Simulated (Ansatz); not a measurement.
# How the smearing shapes the phonons of LaTe (Fm-3m)

Does LaTe (Fm-3m) have a Kohn anomaly or a soft branch that a wide smearing hides?

Main program and level: Ansatz 0.2.0; DFT PBEsol, scalar-relativistic, plane waves, PAW.

This is a report of a sequence of runs, with most program output left out.

**1. The structure**

Symmetry: Fm-3m, No. 225, cubic system. The conventional cell has a = 6.436 Å, b = 6.436 Å, c = 6.436 Å, α = 90.00°, β = 90.00°, γ = 90.00°. Nearest to La lie 6 Te at 3.22 Å. Nearest to Te lie 6 La at 3.22 Å. Farther neighbours and most contacts between anions are not listed.

**2. Relaxing cell and atoms**

The structure is brought to rest under this functional.

The input, input.yaml:

```yaml
crystal:
  lattice:
    - [0.0, 3.218, 3.218]
    - [3.218, 0.0, 3.218]
    - [3.218, 3.218, 0.0]
  atoms:
    - { symbol: La, position: [0.0, 0.0, 0.0] }
    - { symbol: Te, position: [0.5, 0.5, 0.5] }
kpoints:
  mp_grid: { grid: [8, 8, 8] }
hamiltonian:
  xc: pbesol
scf:
  occupations: { method: gaussian, width: 0.1 }
output:
  forces: true
  stress: true
  eigenvalues: true
  write_density: true
  write_potential: true
  elf: true
  volumetric_format: npy
relax:
  adjacent_minimum: "off"
  f_tol: 0.005
  max_steps: 80
  cell: { stress_tol: 0.05 }
```

Started as:

```console
ansatz run input.yaml --threads 4 --pin off --max-ram 8192MiB --backend cpu --events-out ev --progress --plain --runs-dir out
```

Wall time 2.7 s (4 threads of Arm Neoverse V2, shared host); peak memory 0.41 GiB.

The steps of the relaxation:

```tsv
step	energy less that of the first step (eV)	largest force component (eV/Å)	pressure (GPa)	volume (Å³)
1	0.0000	0.0000	-1.21	66.65
2	-0.0023	0.0000	1.01	64.27
3	-0.0054	0.0000	-0.04	65.32
4	-0.0053	0.0000	-0.04	65.32
```

The log counts 1 steps on a newly chosen plane-wave basis, not all of them marked here; energy and pressure can jump at such steps.

```tsv
conventional cell, symmetrised	before	after	change
a (Å)	6.436	6.393	-0.7 %
b (Å)	6.436	6.393	-0.7 %
c (Å)	6.436	6.393	-0.7 %
volume (Å³/atom)	33.32	32.66	-2.0 %
```

The relaxed structure:

```xyz
2
Lattice="0.0000 3.1966 3.1966 3.1966 0.0000 3.1966 3.1966 3.1966 0.0000" Properties=species:S:1:pos:R:3 pbc="T T T"
La    0.0000    0.0000    0.0000
Te    3.1966    3.1966    3.1966
```

This step gave:

```yaml
pressure: -0.03558 GPa
volume_per_atom: 32.66 Å³
metallic_on_mesh: yes
gap_on_the_k_mesh: 0 eV
```

ELF in the ac plane of the conventional cell at fractional y = 0.000, with atoms of La and Te within 0.2 Å of it. It is the smooth field of the valence electrons, not physical close to the nuclei.

Ten even steps from '_' (0.05) to '@' (0.81), each cell a mean:
```
::##@@++::****--____..++##==::%%@@==
%%@@%%--::**##++--::==**##--..**@@@@
%%##==....++####****####**--__::**%%
--::..__..--++********++==..____..::
====--::......::::::::........----==
######++::__..--++++==::__..==**####
++**####--..==%%@@@@@@**::..++##**++
..--**##==::##@@##++%%@@==::**##==..
__..++##==--%%%%::__++@@++::****::__
__..++##==::%%@@==::##@@++::****--__
::==**##--..**@@@@%%@@%%--::**##++--
**####**--__::**%%%%##==....++####**
****++==..____..::--::..__..--++****
::::........----======--::......::::
++==::__..==**##########++::__..--++
@@@@**::..++##**++++**####--..==%%@@
++%%@@==::**##==....--**##==::##@@##
__++@@++::****::____..++##==--%%%%::
```
Columns run along a (6.4 Å), rows up along c (6.4 Å), edges of the conventional cell, whose origin can differ from the input's. Atoms in or near the plane, at fractional coordinates: La at (0.00, 0.00), La at (0.50, 0.50), Te at (0.50, 0.00), Te at (0.00, 0.50).

Electrostatic potential energy in the ac plane of the conventional cell at fractional y = 0.000, with atoms of La and Te within 0.2 Å of it. With pseudopotentials it is smooth inside the atoms' cores, unlike the true potential.

Ten even steps from '0' (-35 eV) to '9' (35 eV), each cell a mean:
```
201466459984565301
003566535644666420
345666654445666543
556666666666666665
666666666666666666
556666654455666665
445666531124566544
864565400002566448
984565302401466469
984565301201466459
644666420003566535
445666543345666654
666666665556666666
666666666666666666
455666665556666654
124566544445666531
002566448864565400
401466469984565302
```
Columns run along a (6.4 Å; values clipped at the 3rd and 97th percentile), rows up along c (6.4 Å), edges of the conventional cell, whose origin can differ from the input's. Atoms in or near the plane, at fractional coordinates: La at (0.00, 0.00), La at (0.50, 0.50), Te at (0.50, 0.00), Te at (0.00, 0.50).

Valence density in the ac plane of the conventional cell at fractional y = 0.000, with atoms of La and Te within 0.2 Å of it. It is the smooth field of the valence electrons, not physical close to the nuclei.

Ten steps, logarithmic in the rise over the least value, from '0' (0 e/Å³) to '9' (15 e/Å³), each cell a mean:
```
554211369974211355
543101246653111245
332000123332100123
110000011211000011
110000001110000011
221000012221000112
432100234442101234
863211345554211357
984211355454212369
974211355554211369
653111245543101246
332100123332000123
211000011110000011
110000011110000001
221000112221000012
442101234432100234
554211357863211345
454212369984211355
```
Columns run along a (6.4 Å), rows up along c (6.4 Å), edges of the conventional cell, whose origin can differ from the input's. Atoms in or near the plane, at fractional coordinates: La at (0.00, 0.00), La at (0.50, 0.50), Te at (0.50, 0.00), Te at (0.00, 0.50).

The largest force is now zero by symmetry and the largest stress component 0.036 GPa, small enough for phonons.

**3. Phonons along a line: Fermi–Dirac smearing of 0.1 eV**

Each wavevector is solved by itself, so no interpolation smooths a dip of the branch.

The input, input.yaml:

```yaml
crystal:
  lattice:
    - [0.0, 3.1965619706, 3.1965619706]
    - [3.1965619706, 0.0, 3.1965619706]
    - [3.1965619706, 3.1965619706, 0.0]
  atoms:
    - { symbol: La, position: [0.0, 0.0, 0.0] }
    - { symbol: Te, position: [0.5, 0.5, 0.5] }
kpoints:
  mp_grid: { grid: [16, 16, 16] }
hamiltonian:
  xc: pbesol
scf:
  occupations: { method: fermi_dirac, width: 0.1 }
output:
  eigenvalues: true
phonons:
  method: dfpt
  qpoints:
    - [0, 0, 0]
    - [0.0625, 0.0, 0.0625]
    - [0.1875, 0.0, 0.1875]
    - [0.3125, 0.0, 0.3125]
    - [0.4375, 0.0, 0.4375]
```

Run time: 7.3 min. Hardware: 4 threads; peak memory 4 GiB; 28 min of CPU time.

Each wavevector solved by linear response. The frequency by |q| along the line:

```tsv
|q| along the line (Å⁻¹)	mode 1 = mode 2 (cm⁻¹)	mode 3 (cm⁻¹)	mode 4 (cm⁻¹)	mode 5 = mode 6 (cm⁻¹)
0.000	0	0	155	155
0.123	7.45	31.1	153	155
0.369	22.8	82.8	132	154
0.614	36.7	81.3	128	150
0.860	44.5	49.4	144	149
```

**4. Phonons along a line: Fermi–Dirac smearing of 0.25 eV**

input.yaml, as its differences from that of step 3:

```diff
@@ -13,3 +13,3 @@
 scf:
-  occupations: { method: fermi_dirac, width: 0.1 }
+  occupations: { method: fermi_dirac, width: 0.25 }
 output:
```

Wider smearing eases the sum over k-points of a metal but moves the result away from its zero-temperature value.

It took 12 min on 4 threads; peak memory 4.6 GiB.

Each wavevector solved by linear response. The frequency by |q| along the line:

```tsv
|q| along the line (Å⁻¹)	mode 1 = mode 2 (cm⁻¹)	mode 3 (cm⁻¹)	mode 4 (cm⁻¹)	mode 5 = mode 6 (cm⁻¹)
0.000	0	0	153	153
0.123	7.68	31.1	151	153
0.369	22.7	83.2	131	152
0.614	35.5	84.0	128	149
0.860	42.6	49.6	144	148
```

Against step 3 (now smearing width 0.25 eV), the free energy moves by -59.9 meV an atom.

**5. Wavevectors along a line: Fermi–Dirac smearing of 0.04 eV**

The smearing blurs the Fermi surface that screens the phonons; a Fermi–Dirac width is an electronic temperature.

input.yaml, as its differences from that of step 4:

```diff
@@ -13,3 +13,3 @@
 scf:
-  occupations: { method: fermi_dirac, width: 0.25 }
+  occupations: { method: fermi_dirac, width: 0.04 }
 output:
```

Narrower smearing comes nearer the zero-temperature value but asks more of the mesh.

It took 6.8 min on 4 threads; peak memory 3.6 GiB.

Each wavevector solved by linear response. Table of frequency by |q| along the line:

```tsv
|q| along the line (Å⁻¹)	mode 1 = mode 2 (cm⁻¹)	mode 3 (cm⁻¹)	mode 4 (cm⁻¹)	mode 5 = mode 6 (cm⁻¹)
0.000	0	0	156	156
0.123	7.18	31.1	153	156
0.369	22.7	82.5	132	154
0.614	36.8	81.4	128	151
0.860	44.9	50.8	144	149
```

Against step 3 (now smearing width 0.04 eV), the free energy moves by +9.4 meV an atom.

**6. Smearing and the soft branch**

The lowest frequency by |q| along the line:

```tsv
|q| along the line (Å⁻¹)	fermi dirac 0.1 eV, k 16x16x16 (cm⁻¹)	fermi dirac 0.25 eV, k 16x16x16 (cm⁻¹)	fermi dirac 0.04 eV, k 16x16x16 (cm⁻¹)
0.000	0	0	0
0.123	7.45	7.68	7.18
0.369	22.8	22.7	22.7
0.614	36.7	35.5	36.8
0.860	44.5	42.6	44.9
```

**7. Outcome**

```
phonon run of the rows without a label of their own         : PBEsol, k 16×16×16
lowest branch at the last solved point, Fermi–Dirac 0.1 eV  : 44.5 cm⁻¹ at |q| = 0.86 Å⁻¹
lowest branch at the last solved point, Fermi–Dirac 0.25 eV : 42.6 cm⁻¹ at |q| = 0.86 Å⁻¹
lowest branch at the last solved point, Fermi–Dirac 0.04 eV : 44.9 cm⁻¹ at |q| = 0.86 Å⁻¹
```

No branch softens by more than 4 % of the top frequency as the smearing narrows, so no anomaly that hangs on the smearing shows at these points. The line holds 5 wavevectors, so a narrow dip between them would be missed. Between Fermi–Dirac 0.25 eV and Fermi–Dirac 0.04 eV the largest change, with modes counted by rank of frequency, is in mode 5 at |q| = 0.123 Å⁻¹, from 153 to 156 cm⁻¹. Where branches cross, a count by rank can hide a softening. At the narrowest width the k mesh may not resolve the Fermi surface, so part of the change can be mesh noise.

[Logs are printed without paths, hosts, clocks, repeated set-up lines and the standing remarks that a program may print on its own settings, such as how far it seeks lower states.]

[Hosts, paths, dates, database ids (printed as entryN), source tags and the programs' standing remarks are cut or masked in the printed files.]
